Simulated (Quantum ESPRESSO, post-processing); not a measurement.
# Ta(110), 5 layers: solver and mixing choices, part 3 of 3

Aim: which eigensolver and mixing brings Ta(110), 5 layers to self-consistency fastest, and whether the result stays the same.

Quantum ESPRESSO 7.5; plane-wave DFT, PBE, SG15 norm-conserving pseudopotentials.

So far. Step 6 (Self-consistent run: david, local-TF mixing, beta 0.7 …): Counted from each run's own zero (the Fermi level), the vacuum level differs from the first run's by -1 meV. Step 7 (SCF with pw.x: david, local-TF mixing, beta 0.2 …): Counted from each run's own zero (the Fermi level), the vacuum level differs from the first run's by -2 meV.

## Step 8: Ground state: david, local-TF mixing, beta 0.4, history 4

Contents of c6.in:

```
&control
  prefix = 'c6'
  outdir = './out'
  pseudo_dir = './pseudo'
  calculation = 'scf'
  tprnfor = .true.
/
&system
  ibrav = 0
  nat = 5
  ntyp = 1
  ecutwfc = 60
  ecutrho = 240
  occupations = 'smearing'
  smearing = 'mv'
  degauss = 0.02
  assume_isolated = 'esm'
  esm_bc = 'bc1'
/
&electrons
  conv_thr = 1e-07
  mixing_beta = 0.4
  electron_maxstep = 80
  mixing_mode = 'local-TF'
  diagonalization = 'david'
  mixing_ndim = 4
/
ATOMIC_SPECIES
  Ta  180.9479  Ta_ONCV_PBE-1.2.upf
CELL_PARAMETERS angstrom
  2.34052344572747 -1.65500000000000 0.00000000000000
  2.34052344572747 1.65500000000000 0.00000000000000
  0.00000000000000 0.00000000000000 25.36209378290989
ATOMIC_POSITIONS crystal
  Ta  0.000000000000 0.000000000000 -0.184568629527
  Ta  0.500000000000 0.500000000000 -0.092284314764
  Ta  0.000000000000 0.000000000000 0.000000000000
  Ta  0.500000000000 0.500000000000 0.092284314764
  Ta  0.000000000000 0.000000000000 0.184568629527
K_POINTS automatic
  10 10 1 0 0 0
```

On the command line:

```
$ OMP_NUM_THREADS=1 mpirun -n 4 pw.x -nk 4 -in c6.in > c6.out
```

Log:

```text
[banner, memory and clock lines left out]
Program PWSCF v.7.5 starts
[...]
Message from routine setup:
[...]
number of electrons       =       135.00
     number of Kohn-Sham states=           82
     kinetic-energy cutoff     =      60.0000  Ry
     charge density cutoff     =     240.0000  Ry
[...]
number of k points=    31  Marzari-Vanderbilt smearing, width (Ry)=  0.0200
[...]
Dense  grid:    83415 G-vectors     FFT dimensions: (  27,  27, 240)
[...]
negative rho (up, down):  4.244E-04 0.000E+00
     Starting wfcs are random
[...]
negative rho (up, down):  1.174E-05 0.000E+00
[...]
estimated scf accuracy    <       2.86577799 Ry
[...]
negative rho (up, down):  1.131E-05 0.000E+00
[...]
estimated scf accuracy    <       0.72452864 Ry
[...]
estimated scf accuracy    <       0.05128519 Ry
[...]
estimated scf accuracy    <       0.04187313 Ry
[...]
estimated scf accuracy    <       0.01905383 Ry
[...]
estimated scf accuracy    <       0.00748474 Ry
[...]
estimated scf accuracy    <       0.00153460 Ry
[...]
estimated scf accuracy    <       0.00090503 Ry
[...]
estimated scf accuracy    <       0.00058563 Ry
[...]
estimated scf accuracy    <       0.00025680 Ry
[...]
negative rho (up, down):  9.344E-05 0.000E+00
[...]
estimated scf accuracy    <       0.00016718 Ry
[...]
negative rho (up, down):  1.744E-04 0.000E+00
[...]
estimated scf accuracy    <       0.00003107 Ry
[...]
negative rho (up, down):  4.064E-05 0.000E+00
[...]
estimated scf accuracy    <       0.00000601 Ry
[...]
negative rho (up, down):  4.343E-05 0.000E+00
[...]
estimated scf accuracy    <       0.00000174 Ry
[...]
estimated scf accuracy    <       0.00000089 Ry
[...]
estimated scf accuracy    <       0.00000022 Ry
[...]
the Fermi energy is    -4.8327 ev
!    total energy              =   -2483.13877655 Ry
     estimated scf accuracy    <       0.00000006 Ry
     smearing contrib. (-TS)   =       0.00224067 Ry
     internal energy E=F+TS    =   -2483.14101722 Ry
[...]
one-electron contribution =   59485.71427584 Ry
     hartree contribution      =  -29747.49984744 Ry
     xc contribution           =    -202.69607586 Ry
     ewald contribution        =  -32018.65936977 Ry
     convergence has been achieved in  17 iterations
[...]
Total force =     0.035769     Total SCF correction =     0.003104
[...]
```

Run time: 9.8 min. Hardware: 4 MPI ranks of Arm Neoverse V1, shared host; peak memory 1.1 GiB.

Read from the output:

```
Fermi energy                                                   : -4.833 eV
vacuum line at the lower end of the cell, over the Fermi level : 4.833 eV
vacuum line at the upper end of the cell, over the Fermi level : 4.833 eV
```

The program's own clock; routines nest. Time by routine:

| routine | wall time (s) | calls |
| --- | --- | --- |
| PWSCF | 589.5 | 1 |
| electrons | 582.7 | 1 |
| c_bands | 550.4 | 17 |
| cegterg | 495.1 | 150 |
| h_psi | 313.4 | 1741 |
| fftw | 237.6 | 131500 |
| vloc_psi | 231.8 | 1741 |
| calbec | 41.47 | 1773 |
| h_psi:calbec | 39.83 | 1741 |
| add_vuspsi | 39.65 | 1741 |
| sum_band | 23.67 | 17 |
| cdiaghg | 13.79 | 1724 |
| mix_rho | 7.32 | 17 |
| init_run | 4.86 | 1 |

Counted from each run's own zero (the Fermi level), the vacuum level differs from the first run's by +5 meV.

## Step 9: SCF with pw.x: cg, local-TF mixing, beta 0.4, history 8

c7.in, as its differences from the input of step 8:

```diff
@@ -1,3 +1,3 @@
 &control
-  prefix = 'c6'
+  prefix = 'c7'
   outdir = './out'
@@ -24,4 +24,4 @@
   mixing_mode = 'local-TF'
-  diagonalization = 'david'
-  mixing_ndim = 4
+  diagonalization = 'cg'
+  mixing_ndim = 8
 /
```

On the command line:

```
$ OMP_NUM_THREADS=1 mpirun -n 4 pw.x -nk 4 -in c7.in > c7.out
```

Log:

```text
[banner, memory and clock lines left out]
Program PWSCF v.7.5 starts
[...]
Message from routine setup:
[...]
number of electrons       =       135.00
     number of Kohn-Sham states=           82
     kinetic-energy cutoff     =      60.0000  Ry
     charge density cutoff     =     240.0000  Ry
[...]
number of k points=    31  Marzari-Vanderbilt smearing, width (Ry)=  0.0200
[...]
Dense  grid:    83415 G-vectors     FFT dimensions: (  27,  27, 240)
[...]
negative rho (up, down):  4.244E-04 0.000E+00
     Starting wfcs are random
[...]
estimated scf accuracy    <       2.09111539 Ry
[...]
estimated scf accuracy    <       0.93551579 Ry
[...]
estimated scf accuracy    <       0.79741201 Ry
[...]
estimated scf accuracy    <       0.34038278 Ry
[...]
estimated scf accuracy    <       0.36086848 Ry
[...]
estimated scf accuracy    <       0.02911938 Ry
[...]
estimated scf accuracy    <       0.01437726 Ry
[...]
estimated scf accuracy    <       0.01526511 Ry
[...]
estimated scf accuracy    <       0.02323505 Ry
[...]
estimated scf accuracy    <       0.00670963 Ry
[...]
estimated scf accuracy    <       0.00086089 Ry
[...]
estimated scf accuracy    <       0.00007952 Ry
[...]
estimated scf accuracy    <       0.00005549 Ry
[...]
estimated scf accuracy    <       0.00001659 Ry
[...]
estimated scf accuracy    <       0.00000802 Ry
[...]
estimated scf accuracy    <       0.00000627 Ry
[...]
estimated scf accuracy    <       0.00000051 Ry
[...]
estimated scf accuracy    <       0.00000022 Ry
[...]
the Fermi energy is    -4.8281 ev
!    total energy              =   -2483.13877655 Ry
     estimated scf accuracy    <       0.00000002 Ry
     smearing contrib. (-TS)   =       0.00224042 Ry
     internal energy E=F+TS    =   -2483.14101697 Ry
[...]
one-electron contribution =   59485.72710468 Ry
     hartree contribution      =  -29747.51279402 Ry
     xc contribution           =    -202.69595785 Ry
     ewald contribution        =  -32018.65936977 Ry
     convergence has been achieved in  19 iterations
[...]
Total force =     0.035486     Total SCF correction =     0.002174
[...]
```

Elapsed: 8.1 min, on 4 MPI ranks; peak memory 0.95 GiB.

Read from the output:

| Quantity | Value |
| --- | --- |
| Fermi energy | -4.828 eV |
| vacuum line at the lower end of the cell, over the Fermi level | 4.828 eV |
| vacuum line at the upper end of the cell, over the Fermi level | 4.828 eV |

The program's own clock; routines nest. Time by routine:

| routine | wall time (s) | calls |
| --- | --- | --- |
| PWSCF | 485.1 | 1 |
| electrons | 478.4 | 1 |
| c_bands | 444 | 19 |
| ccgdiagg | 361.3 | 153 |
| h_psi | 333.7 | 36415 |
| hs_1psi | 271 | 36262 |
| fftw | 199.3 | 110080 |
| vloc_psi | 189.2 | 36415 |
| calbec | 97.95 | 72709 |
| add_vuspsi | 91.11 | 36415 |
| wfcrot | 76.28 | 153 |
| h_psi:calbec | 52.33 | 36415 |
| s_1psi | 44.58 | 36262 |
| sum_band | 26.01 | 19 |

Counted from each run's own zero (the Fermi level), the vacuum level differs from the first run's by +0 meV.

## Step 10: Ground state: ppcg, local-TF mixing, beta 0.4, history 8

c8.in, as its differences from the input of step 9:

```diff
@@ -1,3 +1,3 @@
 &control
-  prefix = 'c7'
+  prefix = 'c8'
   outdir = './out'
@@ -24,3 +24,3 @@
   mixing_mode = 'local-TF'
-  diagonalization = 'cg'
+  diagonalization = 'ppcg'
   mixing_ndim = 8
```

On the command line:

```
$ OMP_NUM_THREADS=1 mpirun -n 4 pw.x -nk 4 -in c8.in > c8.out
```

Log:

```text
[banner, memory and clock lines left out]
Program PWSCF v.7.5 starts

          URL

 %%%%%%%%%%%%%%%%%%%%%%%%%%%%%%%%%%%%%%%%%%%%%%%%%%%%%%%%%%%%%%%%%%%%%%%%%%%%%%
     Error in routine iosys (1):
     PPCG diagonalization not supported anymore (Dec. 2024)
 %%%%%%%%%%%%%%%%%%%%%%%%%%%%%%%%%%%%%%%%%%%%%%%%%%%%%%%%%%%%%%%%%%%%%%%%%%%%%%

     stopping ...
[the rest left out]
```

It took 0.51 s on 4 MPI ranks; peak memory 0.09 GiB.

The input was rejected at the start.

The fault put into the input: an eigensolver that this release has dropped (electrons.diagonalization = "ppcg").

The message: “iosys (1): PPCG diagonalization not supported anymore (Dec. 2024)”. This release no longer has that solver; david, paro or rmm-davidson serve.

## Step 11: Self-consistent run: paro, local-TF mixing, beta 0.4, history 8

c9.in, as its differences from the input of step 10:

```diff
@@ -1,3 +1,3 @@
 &control
-  prefix = 'c8'
+  prefix = 'c9'
   outdir = './out'
@@ -24,3 +24,3 @@
   mixing_mode = 'local-TF'
-  diagonalization = 'ppcg'
+  diagonalization = 'paro'
   mixing_ndim = 8
```

On the command line:

```
$ OMP_NUM_THREADS=1 mpirun -n 4 pw.x -nk 4 -in c9.in > c9.out
```

Log:

```text
[banner, memory and clock lines left out]
Program PWSCF v.7.5 starts
[...]
Message from routine setup:
[...]
number of electrons       =       135.00
     number of Kohn-Sham states=           82
     kinetic-energy cutoff     =      60.0000  Ry
     charge density cutoff     =     240.0000  Ry
[...]
number of k points=    31  Marzari-Vanderbilt smearing, width (Ry)=  0.0200
[...]
Dense  grid:    83415 G-vectors     FFT dimensions: (  27,  27, 240)
[...]
negative rho (up, down):  4.244E-04 0.000E+00
     Starting wfcs are random
[...]
estimated scf accuracy    <       3.38884240 Ry
[...]
estimated scf accuracy    <       0.59504512 Ry
[...]
estimated scf accuracy    <       0.05951406 Ry
[...]
estimated scf accuracy    <       0.02679166 Ry
[...]
estimated scf accuracy    <       0.00255286 Ry
[...]
estimated scf accuracy    <       0.00159483 Ry
[...]
estimated scf accuracy    <       0.00122110 Ry
[...]
estimated scf accuracy    <       0.00056264 Ry
[...]
estimated scf accuracy    <       0.00016920 Ry
[...]
estimated scf accuracy    <       0.00009865 Ry
[...]
estimated scf accuracy    <       0.00011483 Ry
[...]
estimated scf accuracy    <       0.00004331 Ry
[...]
estimated scf accuracy    <       0.00001269 Ry
[...]
estimated scf accuracy    <       0.00000027 Ry
[...]
the Fermi energy is    -4.8309 ev
!    total energy              =   -2483.13877656 Ry
     estimated scf accuracy    <       0.00000009 Ry
     smearing contrib. (-TS)   =       0.00224080 Ry
     internal energy E=F+TS    =   -2483.14101736 Ry
[...]
one-electron contribution =   59485.70031947 Ry
     hartree contribution      =  -29747.48637078 Ry
     xc contribution           =    -202.69559629 Ry
     ewald contribution        =  -32018.65936977 Ry
     convergence has been achieved in  15 iterations
[...]
Total force =     0.035717     Total SCF correction =     0.001995
[...]
```

Wall time 17 min (4 MPI ranks); peak memory 1.2 GiB; 69 min of CPU time.

This step gave:

- Fermi energy: -4.831 eV
- vacuum line at the lower end of the cell, over the Fermi level: 4.831 eV
- vacuum line at the upper end of the cell, over the Fermi level: 4.831 eV

The program's own clock; routines nest. Time by routine:

| routine | wall time (s) | calls |
| --- | --- | --- |
| PWSCF | 1038 | 1 |
| electrons | 1032 | 1 |
| c_bands | 1004 | 15 |
| paro_k | 814.4 | 120 |
| h_psi | 477.7 | 4023 |
| vloc_psi | 349.8 | 4023 |
| fftw | 345.9 | 193794 |
| calbec | 65.16 | 4055 |
| h_psi:calbec | 63.54 | 4023 |
| add_vuspsi | 62.59 | 4023 |
| sum_band | 20.46 | 15 |
| mix_rho | 5.82 | 15 |
| g_psi | 4.96 | 4787 |
| init_run | 4.73 | 1 |

Counted from each run's own zero (the Fermi level), the vacuum level differs from the first run's by +3 meV.

## Step 12: Self-consistent run: rmm-davidson, local-TF mixing, beta 0.4, history 8

c10.in, as its differences from the input of step 11:

```diff
@@ -1,3 +1,3 @@
 &control
-  prefix = 'c9'
+  prefix = 'c10'
   outdir = './out'
@@ -24,3 +24,3 @@
   mixing_mode = 'local-TF'
-  diagonalization = 'paro'
+  diagonalization = 'rmm-davidson'
   mixing_ndim = 8
```

On the command line:

```
$ OMP_NUM_THREADS=1 mpirun -n 4 pw.x -nk 4 -in c10.in > c10.out
```

Log:

```text
[banner, memory and clock lines left out]
Program PWSCF v.7.5 starts
[...]
Message from routine setup:
[...]
number of electrons       =       135.00
     number of Kohn-Sham states=           82
     kinetic-energy cutoff     =      60.0000  Ry
     charge density cutoff     =     240.0000  Ry
[...]
number of k points=    31  Marzari-Vanderbilt smearing, width (Ry)=  0.0200
[...]
Dense  grid:    83415 G-vectors     FFT dimensions: (  27,  27, 240)
[...]
negative rho (up, down):  4.244E-04 0.000E+00
     Starting wfcs are random
[...]
negative rho (up, down):  1.174E-05 0.000E+00
[...]
estimated scf accuracy    <       2.86577799 Ry
[...]
negative rho (up, down):  1.131E-05 0.000E+00
[...]
estimated scf accuracy    <       0.72452864 Ry
[...]
estimated scf accuracy    <       0.04869626 Ry
[...]
estimated scf accuracy    <       0.04903369 Ry
[...]
estimated scf accuracy    <       0.01986083 Ry
[...]
estimated scf accuracy    <       0.01614456 Ry
[...]
estimated scf accuracy    <       0.00599331 Ry
[...]
estimated scf accuracy    <       0.00678925 Ry
[...]
estimated scf accuracy    <       0.00556359 Ry
[...]
estimated scf accuracy    <       0.00139866 Ry
[...]
negative rho (up, down):  5.529E-05 0.000E+00
[...]
estimated scf accuracy    <       0.00047137 Ry
[...]
negative rho (up, down):  7.168E-05 0.000E+00
[...]
estimated scf accuracy    <       0.00019765 Ry
[...]
negative rho (up, down):  4.227E-06 0.000E+00
[...]
estimated scf accuracy    <       0.00000607 Ry
[...]
estimated scf accuracy    <       0.00000107 Ry
[...]
estimated scf accuracy    <       0.00000042 Ry
[...]
the Fermi energy is    -4.8280 ev
!    total energy              =   -2483.13877656 Ry
     estimated scf accuracy    <       0.00000002 Ry
     smearing contrib. (-TS)   =       0.00223991 Ry
     internal energy E=F+TS    =   -2483.14101647 Ry
[...]
one-electron contribution =   59485.71574150 Ry
     hartree contribution      =  -29747.50119747 Ry
     xc contribution           =    -202.69619074 Ry
     ewald contribution        =  -32018.65936977 Ry
     convergence has been achieved in  16 iterations
[...]
Total force =     0.035771     Total SCF correction =     0.000914
[...]
```

Run time: 7.3 min. Hardware: 4 MPI ranks; peak memory 1.4 GiB; 29 min of CPU time.

Read from the output:

| Property | Result |
| --- | --- |
| Fermi energy | -4.828 eV |
| vacuum line at the lower end of the cell, over the Fermi level | 4.828 eV |
| vacuum line at the upper end of the cell, over the Fermi level | 4.828 eV |

The program's own clock; routines nest. Time by routine:

| routine | wall time (s) | calls |
| --- | --- | --- |
| PWSCF | 439.8 | 1 |
| electrons | 433.1 | 1 |
| c_bands | 403.4 | 16 |
| h_psi | 257.4 | 1222 |
| fftw | 198.4 | 111490 |
| vloc_psi | 191 | 1222 |
| crmmdiagg | 69.21 | 88 |
| wfcrot | 50.19 | 96 |
| calbec | 34.4 | 1254 |
| h_psi:calbec | 32.76 | 1222 |
| add_vuspsi | 32.57 | 1222 |
| sum_band | 22.04 | 16 |
| mix_rho | 6.47 | 16 |
| init_run | 4.66 | 1 |

Counted from each run's own zero (the Fermi level), the vacuum level differs from the first run's by +0 meV.

## Step 13: The series side by side

All levels:

| level | vacuum level over the Fermi level (eV) | its change from the first (meV) | energy from the first (meV an atom) | SCF iterations | wall time (s) | peak memory (GiB) | CPU time (s) |
| --- | --- | --- | --- | --- | --- | --- | --- |
| david, local-TF mixing, beta 0.4, history 8 | 4.828 | 0 | 0 | 16 | 562.1 | 1.07 | 2248 |
| david, plain mixing, beta 0.4, history 8 | 4.828 | 0.6 | -1.63e-4 | 22 | 683.8 | 1.07 | 2735 |
| david, plain mixing, beta 0.7, history 8 | 4.828 | 0.7 | -2.72e-5 | 22 | 791.9 | 1.07 | 3167 |
| david, TF mixing, beta 0.4, history 8 | 4.83 | 2.6 | -2.72e-4 | 32 | 752 | 1.07 | 3007 |
| david, local-TF mixing, beta 0.7, history 8 | 4.827 | -1 | 9.25e-4 | 12 | 526.5 | 1.07 | 2105 |
| david, local-TF mixing, beta 0.2, history 8 | 4.825 | -2.3 | -1.63e-4 | 44 | 981.2 | 1.07 | 3924 |
| david, local-TF mixing, beta 0.4, history 4 | 4.833 | 5 | -2.18e-4 | 17 | 590.1 | 1.05 | 2360 |
| cg, local-TF mixing, beta 0.4, history 8 | 4.828 | 0.4 | -2.18e-4 | 19 | 485.7 | 0.95 | 1942 |
| paro, local-TF mixing, beta 0.4, history 8 | 4.831 | 3.2 | -2.45e-4 | 15 | 1039 | 1.2 | 4155 |
| rmm-davidson, local-TF mixing, beta 0.4, history 8 | 4.828 | 0.3 | -2.45e-4 | 16 | 440.3 | 1.42 | 1761 |

## Step 14: What came out

| Property | Result |
| --- | --- |
| fastest | rmm-davidson, local-TF mixing, beta 0.4, history 8: 7.3 min, 16 iterations |
| slowest that converged | paro, local-TF mixing, beta 0.4, history 8: 17 min, 15 iterations |
| fewest iterations | david, local-TF mixing, beta 0.7, history 8: 12 |
| largest change of the vacuum level | 5 meV |

**Reading.** The fastest choice is rmm-davidson, local-TF mixing, beta 0.4, history 8: 7.3 min, 16 iterations. The converged runs took 12 to 44 iterations and agree within 7 meV in the vacuum level; counts also move with the parallel layout and the random start, so differences of a few iterations rank nothing. Refused or stopped by an error: ppcg, local-TF mixing, beta 0.4, history 8. The times come from a shared host and are rough. Peak memory is sampled during the run and can miss the peak. The geometry is as built, not relaxed.

[Logs are printed without paths, hosts, clocks, repeated set-up lines and the standing remarks that a program may print on its own settings, such as how far it seeks lower states.]

[Hosts, paths, dates, database ids (printed as entryN), source tags and the programs' standing remarks are cut or masked in the printed files.]

[Maps of the electrostatic potential energy from Ansatz leave out the sawtooth potential of an applied field or a dipole correction, so their vacuum need not be flat; planar profiles and work functions include it.]
